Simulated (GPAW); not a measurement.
## Cu (Copper, Fm-3m): the Cu L₃ absorption edge

What does one-electron theory with a core hole give for the Cu L₃ edge of Cu (Copper, Fm-3m)?

Method: X-ray absorption from dipole matrix elements to empty bands, plane-wave PAW LDA, in GPAW 26.7.0.

## (1) The structure

Symmetry: Fm-3m, No. 225, cubic system. The conventional cell has a = 3.615 Å, b = 3.615 Å, c = 3.615 Å, α = 90.00°, β = 90.00°, γ = 90.00°. Nearest to Cu lie 12 Cu at 2.56 Å.

## (2) The field without a hole

The ground state comes first: it tells whether the system has a gap, which decides how the excited electron is treated.

The input, scf.py:

```python
import numpy as np
from ase import Atoms
from ase.parallel import parprint, paropen
from gpaw import GPAW, PW, FermiDirac, Mixer, MixerDif, setup_paths
from gpaw.test import gen
setup_paths.insert(0, '.')
gen('Cu', name='nch2p', xcname='LDA', corehole=(2, 1, 0), write_xml=True)

atoms = Atoms('Cu',
    cell=[[0, 1.8075, 1.8075],
     [1.8075, 0, 1.8075],
     [1.8075, 1.8075, 0]],
    scaled_positions=[[0, 0, 0]],
    pbc=True)
atoms.calc = calc = GPAW(legacy_gpaw=True, mode=PW(430), xc='LDA', setups={0: 'nch2p'},
    kpts={'size': (12, 12, 12), 'gamma': True}, occupations=FermiDirac(0.05),
    charge=0, mixer=Mixer(0.1, 5, 50), maxiter=150,
    convergence={'density': 0.0001}, txt='scf.txt')
energy = atoms.get_potential_energy() + calc.get_reference_energy()
ef = calc.get_fermi_level()
out = dict(energy=energy, fermi=ef, forces=atoms.get_forces().tolist())
parprint(f'all-electron energy {energy:.4f} eV, Fermi level {ef:.4f} eV')
ev = np.array([[calc.get_eigenvalues(k, s) for k in range(len(calc.get_ibz_k_points()))] for s in range(calc.get_number_of_spins())])
out['homo'], out['lumo'], out['counts'] = ev[ev < ef].max(), ev[ev > ef].min(), sorted(set((ev < ef).sum((0, 2)).tolist()))
out['filled'] = (ev[:, 0] < ef).sum(1).tolist()
import json
with paropen('out.json', 'w') as f:
    json.dump(out, f)
```

The run is started by

```
OMP_NUM_THREADS=1 python scf.py
```

Numbers of over 12 decimals in the logs are rounded to 6 here.

The log of the run:

```text
Input parameters:
  convergence: {density: 0.0001}
  kpts: {gamma: True,
         size: (12, 12, 12)}
  maxiter: 150
  mixer: {backend: pulay,
          beta: 0.1,
          method: separate,
          nmaxold: 5,
          weight: 50}
  mode: {ecut: 430.0,
         name: pw}
  occupations: {fixmagmom: False,
                name: fermi-dirac,
                width: 0.05}
  setups: {0: nch2p}

Initialize ...

[... PAW data sets ...]

Reference energy: -44951.097053  # eV

Spin-paired calculation

[... convergence settings ...]
Symmetries present (total): 48
  [... symmetry matrices ...]

1728 k-points: 12 x 12 x 12 Monkhorst-Pack grid + [1/24,1/24,1/24]
72 k-points in the irreducible part of the Brillouin zone
       k-points in crystal coordinates                weights
   0:    -0.00000000   -0.00000000   -0.00000000          1/1728
   1:     0.08333333    0.08333333   -0.00000000          6/1728
   2:     0.08333333    0.08333333    0.08333333          8/1728
   3:     0.16666667    0.08333333    0.08333333         12/1728
   4:     0.16666667    0.16666667   -0.00000000          6/1728
   5:     0.16666667    0.16666667    0.08333333         24/1728
   6:     0.16666667    0.16666667    0.16666667          8/1728
   7:     0.25000000    0.16666667    0.08333333         24/1728
   8:     0.25000000    0.16666667    0.16666667         24/1728
   9:     0.25000000    0.25000000   -0.00000000          6/1728
          ...
  71:     0.50000000    0.50000000    0.50000000          4/1728

Wave functions: Plane wave expansion
  Cutoff energy: 430.000 eV
  Number of coefficients (min, max): 230, 259
  Pulay-stress correction: 0.000000 eV/Ang^3 (de/decut=0.000000)
  Using FFTW library
  Wavefunction extrapolation:
    Improved wavefunction reuse through dual PAW basis

Occupation numbers: Fermi-Dirac:
  width: 0.0500  # eV

Eigensolver
   Davidson(niter=2)

Densities:
  Coarse grid: 14*14*14 grid
  Fine grid: 28*28*28 grid
  Total Charge: 0.000000

Density mixing:
  Method: separate
  Backend: pulay
  Linear mixing parameter: 0.1
  old densities: 5
  Width of damping distribution: 1.1
  Damping of long wavelength oscillations: 50

[... Hamiltonian set-up ...]
Number of atoms: 1
Number of atomic orbitals: 9
Number of bands in calculation: 9
Number of valence electrons: 11
Bands to converge: occupied

... initialized

Initializing position-dependent things.

Density initialized from atomic densities
Creating initial wave functions:
  9 bands from LCAO basis set

       Cu

Atomic positions and initial magnetic moments

Positions:
   0 Cu     0.000000    0.000000    0.000000    ( 0.0000,  0.0000,  0.0000)

Unit cell:
           periodic     x           y           z      points  spacing
  1. axis:    yes    0.000000    1.807500    1.807500    14     0.1491
  2. axis:    yes    1.807500    0.000000    1.807500    14     0.1491
  3. axis:    yes    1.807500    1.807500    0.000000    14     0.1491

  Lengths:   2.556191   2.556191   2.556191
  Angles:   60.000000  60.000000  60.000000

Effective grid spacing dv^(1/3) = 0.1627

iter:   1    -5.592594
iter:   2    -4.920423   -1.69  -1.17
iter:   3    -4.592905   -1.23  -1.36
iter:   4    -4.577729   -2.94  -1.86
iter:   5    -4.564078   -3.00  -1.98
iter:   6    -4.563932   -4.33  -2.92
iter:   7    -4.568300c  -3.38  -3.08
iter:   8    -4.563827c  -3.19  -2.39
iter:   9    -4.563805c  -5.52  -3.43
iter:  10    -4.563806c  -7.00  -4.01c
iter:  11    -4.563804c  -6.19  -4.08c
iter:  12    -4.563804c  -7.06  -4.27c
iter:  13    -4.563804c  -9.72c -5.62c

Converged after 13 iterations.

Dipole moment: (0.000000, 0.000000, 0.000000) |e|*Ang

Energy contributions relative to reference atoms: (reference = -44951.097053)

Kinetic:        -13.204911
Potential:      +10.342343
External:        +0.000000
XC:              -1.807727
Entropy (-ST):   -0.002772
Local:           +0.107878
SIC:             +0.000000
--------------------------
Free energy:     -4.565189
Extrapolated:    -4.563804

Showing only first 2 kpts
 Kpt  Band  Eigenvalues  Occupancy
  0     3      4.54739    2.00000
  0     4      5.38767    2.00000
  0     5      5.38767    2.00000
  0     6     33.01407    0.00000

  1     3      4.63101    2.00000
  1     4      5.30055    2.00000
  1     5      5.42503    2.00000
  1     6     30.43652    0.00000

Fermi level: 7.51205

No gap
No difference between direct/indirect transitions

Forces in eV/Ang:
  0 Cu   -0.00000   -0.00000   -0.00000
Scalar-relativistic atomic LDA calculation for Cu (Copper, Z=29)
Core hole in 2p state (2p occupation: 6.0)
600 radial gridpoints.
|------------------------------------------------|
|------------------------------------------------|
[... the atom generator's iteration count ...]

Energy contributions:
-------------------------
Kinetic:    +1675.285700
XC:           -64.895881
Potential:  -3262.312180
-------------------------
Total:      -1651.922361

state      eigenvalue         ekin         rmax
-----------------------------------------------
1s^2.0 :  -324.467727   418.664247        0.034
2s^2.0 :   -38.956231    78.634526        0.197
2p^6.0 :   -33.679353    76.825479        0.158
3s^2.0 :    -4.193271    17.288793        0.614
3p^6.0 :    -2.647366    15.189343        0.619
3d^10.0:    -0.195673     9.285239        0.600
4s^1.0 :    -0.178486     1.169252        2.257
4p^0.0 :    -0.028757     0.396770        3.504
-----------------------------------------------
(units: Bohr and Hartree)

Generating PAW setup
Kinetic energy of the core from tauc = 1596.294566
Cutoffs:
rc(s)=2.200
rc(p)=2.200
rc(d)=2.000
rc(vbar)=1.800
rc(comp)=2.000
rc(nct)=2.200

Kinetic energy of the core states: 1581.264061
Charge: 0.0
Core electrons: 18.0
Valence electrons: 11.0
Pseudo-core charge: 0.387458
Shape function alpha=2.500
Pseudo-electron charge 4.216968
state    eigenvalue         norm
--------------------------------
4s(1) :    -0.178486     1.057125
*s    :     0.821514
4p(0) :    -0.028757     1.001617
*p    :     0.971243
3d(10):    -0.195673     0.277238
*d    :     0.804327
--------------------------------

Diagonalizing with gridspacing h=0.050

state   all-electron     PAW
-------------------------------
4s:      -0.178486    -0.178572
4p:      -0.028757    -0.028678
3d:      -0.195673    -0.196155
*f:                    0.071609
-------------------------------
all-electron energy -44955.6609 eV, Fermi level 7.5121 eV
```

The job ended after 5.6 s (1 thread of Intel Xeon 6975P-C (Granite Rapids), shared host; peak memory 0.13 GiB).

The mesh shows no gap, so the system is treated as a metal and the core electron is put at the Fermi level (neutral cell).

## (3) Spectrum without a core hole, Cu atom 1

This cheap baseline ignores the attraction of the hole: it shows the absorber's empty states as they are in the ground state. The data set with a hole of occupation 0 only carries the core orbital.

The absorber has 12 Cu at 2.56 Å (cuboctahedral, site symmetry m-3m).

The input, xas.py:

```python
import numpy as np
from ase import Atoms
from ase.parallel import parprint, paropen
from gpaw import GPAW, PW, FermiDirac, Mixer, MixerDif, setup_paths
from gpaw.test import gen
setup_paths.insert(0, '.')
gen('Cu', name='nch2p', xcname='LDA', corehole=(2, 1, 0), write_xml=True)

atoms = Atoms('Cu',
    cell=[[0, 1.8075, 1.8075],
     [1.8075, 0, 1.8075],
     [1.8075, 1.8075, 0]],
    scaled_positions=[[0, 0, 0]],
    pbc=True)
atoms.calc = calc = GPAW(legacy_gpaw=True, mode=PW(430), xc='LDA', setups={0: 'nch2p'},
    kpts={'size': (16, 16, 16), 'gamma': True}, occupations=FermiDirac(0.1),
    charge=0, mixer=Mixer(0.1, 5, 50), maxiter=150,
    convergence={'density': 0.0001}, txt='scf.txt')
energy = atoms.get_potential_energy() + calc.get_reference_energy()
ef = calc.get_fermi_level()
out = dict(energy=energy, fermi=ef, forces=atoms.get_forces().tolist())
parprint(f'all-electron energy {energy:.4f} eV, Fermi level {ef:.4f} eV')
ev = np.array([[calc.get_eigenvalues(k, s) for k in range(len(calc.get_ibz_k_points()))] for s in range(calc.get_number_of_spins())])
out['homo'], out['lumo'], out['counts'] = ev[ev < ef].max(), ev[ev > ef].min(), sorted(set((ev < ef).sum((0, 2)).tolist()))
out['filled'] = (ev[:, 0] < ef).sum(1).tolist()

from gpaw.xas import XAS
nb = int(calc.get_number_of_electrons() / 2) + 10
top = nb
nscf = calc.fixed_density(kpts={'size': (14, 14, 14), 'gamma': True},
    convergence={'eigenstates': 1.0}, txt='nscf.txt')
nscf.diagonalize_full_hamiltonian(nbands=nb)
cell = atoms.cell.array
ops = [cell.T @ U.T @ np.linalg.inv(cell.T) for U in nscf.wfs.kd.symmetry.op_scc]
E = np.arange(-25, 34, 0.1)
fwhm = np.interp(E, [4, 25], [0.9, 3.5])
Y, X, zero, highest = 0, 0, 1e9, 1e9
for spin in range(nscf.get_number_of_spins()):
    xas = XAS(nscf, mode='all', center=0, spin=spin)
    eps = xas.eps_kn
    d = xas.sigma_cmkn  # core-to-band dipole matrix elements, k weights included
    T = np.einsum('amkn,bmkn->abkn', d, d.conj()).real
    T = sum(np.einsum('ai,ijkn,bj->abkn', R, T, R) for R in ops) / len(ops)
    empty = eps > ef
    zero, highest = min(zero, eps[empty].min()), min(highest, eps[:, top - 1].min())
    lines = [(eps, T, empty)] if spin == 0 else lines + [(eps, T, empty)]
for eps, T, empty in lines:
    f = np.einsum('aakn->akn', T).reshape(3, -1)
    x = eps.ravel() - zero
    w = np.interp(x, E, fwhm) / 2.35482
    g = np.exp(-0.5 * ((E[:, None] - x) / w) ** 2) / (w * (2 * np.pi) ** 0.5)
    Y = Y + (f * empty.ravel()) @ g.T
    X = X + (f * ~empty.ravel()) @ g.T
out.update(E=E.round(2).tolist(), xas=Y.tolist(), xes=X.tolist(), zero=zero, valid=highest - zero, nk=len(eps), nb=nb)
for i in range(0, len(E), 10):
    parprint(f'{E[i]:7.2f}', *(f'{v:10.3e}' for v in Y[:, i]))
import json
with paropen('out.json', 'w') as f:
    json.dump(out, f)
```

The run is started by

```
OMP_NUM_THREADS=1 python xas.py
```

The log of the run:

```text
Input parameters:
  convergence: {density: 0.0001}
  kpts: {gamma: True,
         size: (16, 16, 16)}
  maxiter: 150
  mixer: {backend: pulay,
          beta: 0.1,
          method: separate,
          nmaxold: 5,
          weight: 50}
  mode: {ecut: 430.0,
         name: pw}
  occupations: {fixmagmom: False,
                name: fermi-dirac,
                width: 0.1}
  setups: {0: nch2p}

Initialize ...

[...]
*d    :     0.804327
--------------------------------

Diagonalizing with gridspacing h=0.050

state   all-electron     PAW
-------------------------------
4s:      -0.178486    -0.178572
4p:      -0.028757    -0.028678
3d:      -0.195673    -0.196155
*f:                    0.071609
-------------------------------
all-electron energy -44955.6655 eV, Fermi level 7.5816 eV
[...]
32.00  7.364e-05  7.364e-05  7.364e-05
  33.00  7.157e-05  7.157e-05  7.157e-05
[key lines of the parts left out:]
Converged after 12 iterations.
Dipole moment: (0.000000, 0.000000, 0.000000) |e|*Ang
Free energy:     -4.573406
Fermi level: 7.58161
```

Wall time 11 s (1 thread); peak memory 0.17 GiB.

The Cu L₃ spectrum, Cu atom 1, no core hole (energy from the lowest empty level; intensity scaled to a mean of 1 over the first 20 eV):

```tsv
E (eV)	intensity
-2.0	0.00
-1.4	0.00
-0.8	0.05
-0.2	0.65
0.4	1.40
1.0	1.71
1.6	1.23
2.2	0.98
2.8	0.95
3.4	0.83
4.0	1.19
4.6	1.26
5.2	1.22
5.8	1.02
6.4	0.85
7.0	0.98
7.6	1.20
8.2	1.17
8.8	1.11
9.4	1.11
10.0	1.07
10.6	1.02
11.2	0.98
11.8	0.95
12.4	0.93
13.0	0.90
13.6	0.87
14.2	0.83
14.8	0.80
15.4	0.76
16.0	0.73
16.6	0.71
17.2	0.73
17.8	0.78
18.4	0.85
19.0	0.92
19.6	0.98
20.2	1.01
20.8	0.99
21.4	0.94
22.0	0.86
22.6	0.78
23.2	0.71
23.8	0.66
24.4	0.64
25.0	0.65
25.6	0.69
26.2	0.76
26.8	0.85
27.4	0.92
28.0	0.96
28.6	0.97
29.2	0.97
29.8	0.98
```

Main maxima below 29 eV (height): 1.0 eV (1.71), 4.4 eV (1.27), 7.8 eV (1.22) and 20.2 eV (1.01). At an L edge the dipole rule selects empty d and s states; the absorber's d shell is nominally full, so the onset shows only d character mixed into the empty bands.

The same matrix elements for filled bands give the Cu L₃ emission of Cu atom 1 (ground-state approximation; energy from the lowest empty level, largest value 1):

```tsv
E (eV)	emission
-24.00	0.00
-23.25	0.00
-22.50	0.00
-21.75	0.00
-21.00	0.00
-20.25	0.00
-19.50	0.00
-18.75	0.00
-18.00	0.00
-17.25	0.00
-16.50	0.00
-15.75	0.00
-15.00	0.00
-14.25	0.00
-13.50	0.00
-12.75	0.00
-12.00	0.00
-11.25	0.00
-10.50	0.00
-9.75	0.00
-9.00	0.00
-8.25	0.00
-7.50	0.00
-6.75	0.00
-6.00	0.01
-5.25	0.08
-4.50	0.30
-3.75	0.57
-3.00	0.88
-2.25	0.99
-1.50	0.67
-0.75	0.11
0.00	0.03
0.75	0.00
1.50	0.00
2.25	0.00
3.00	0.00
```

Emission maxima: -2.0 eV (1.00).

## (4) Reference energy of the supercell

The photon energy needs a difference of total energies, so the cell and mesh of the coming hole run are first run without a hole.

Changes to scf.py since step 2:

```diff
@@ -8,10 +8,22 @@
 
-atoms = Atoms('Cu',
-    cell=[[0, 1.8075, 1.8075],
-     [1.8075, 0, 1.8075],
-     [1.8075, 1.8075, 0]],
-    scaled_positions=[[0, 0, 0]],
+atoms = Atoms('Cu13',
+    cell=[[-1.8075, 5.4225, 0],
+     [5.4225, 0, 1.8075],
+     [0, -1.8075, -5.4225]],
+    scaled_positions=[[0, 0, 0],
+     [0.38461538, 0.46153846, 0.15384615],
+     [0.15384615, 0.38461538, 0.46153846],
+     [0.46153846, 0.15384615, 0.38461538],
+     [0.76923077, 0.92307692, 0.30769231],
+     [0.23076923, 0.07692308, 0.69230769],
+     [0.53846154, 0.84615385, 0.61538462],
+     [0.07692308, 0.69230769, 0.23076923],
+     [0.84615385, 0.61538462, 0.53846154],
+     [0.69230769, 0.23076923, 0.07692308],
+     [0.30769231, 0.76923077, 0.92307692],
+     [0.61538462, 0.53846154, 0.84615385],
+     [0.92307692, 0.30769231, 0.76923077]],
     pbc=True)
 atoms.calc = calc = GPAW(legacy_gpaw=True, mode=PW(430), xc='LDA', setups={0: 'nch2p'},
-    kpts={'size': (12, 12, 12), 'gamma': True}, occupations=FermiDirac(0.05),
+    kpts={'size': (5, 5, 5), 'gamma': True}, occupations=FermiDirac(0.1),
     charge=0, mixer=Mixer(0.1, 5, 50), maxiter=150,
```

The run is started by

```
OMP_NUM_THREADS=1 python scf.py
```

The log of the run:

```text
Input parameters:
  convergence: {density: 0.0001}
  kpts: {gamma: True,
         size: (5, 5, 5)}
  maxiter: 150
  mixer: {backend: pulay,
          beta: 0.1,
          method: separate,
          nmaxold: 5,
          weight: 50}
  mode: {ecut: 430.0,
         name: pw}
  occupations: {fixmagmom: False,
                name: fermi-dirac,
                width: 0.1}
  setups: {0: nch2p}

Initialize ...

[...]
*s    :     0.821514
4p(0) :    -0.028757     1.001617
*p    :     0.971243
3d(10):    -0.195673     0.277238
*d    :     0.804327
--------------------------------

Diagonalizing with gridspacing h=0.050

state   all-electron     PAW
-------------------------------
4s:      -0.178486    -0.178572
4p:      -0.028757    -0.028678
3d:      -0.195673    -0.196155
*f:                    0.071609
-------------------------------
all-electron energy -584423.6552 eV, Fermi level 7.6308 eV
[key lines of the parts left out:]
Converged after 12 iterations.
Dipole moment: (-0.000000, -0.000000, -0.000000) |e|*Ang
Free energy:    -59.454696
Fermi level: 7.63076
```

Run time: 89 s. Hardware: 1 thread; peak memory 0.4 GiB.

Reference energy: -584423.655 eV with the cores included.

(Continued in part 2 of 2.)

[Banner, clock and machine lines of the logs are left out without a mark of their own.]

[Logs are printed without paths, hosts, clocks, repeated set-up lines and the standing remarks that a program may print on its own settings, such as how far it seeks lower states.]

[Hosts, paths, dates, database ids (printed as entryN), source tags and the programs' standing remarks are cut or masked in the printed files.]

[Lists of maxima count a maximum above −3 eV only where it reaches 4 % of the highest in the window and stands out from its surroundings by 2 % of it (1.5 % where it reaches 55 %); shoulders and weaker maxima are passed over, and of the rest the first, up to two pre-edge ones and the few strongest are named.]
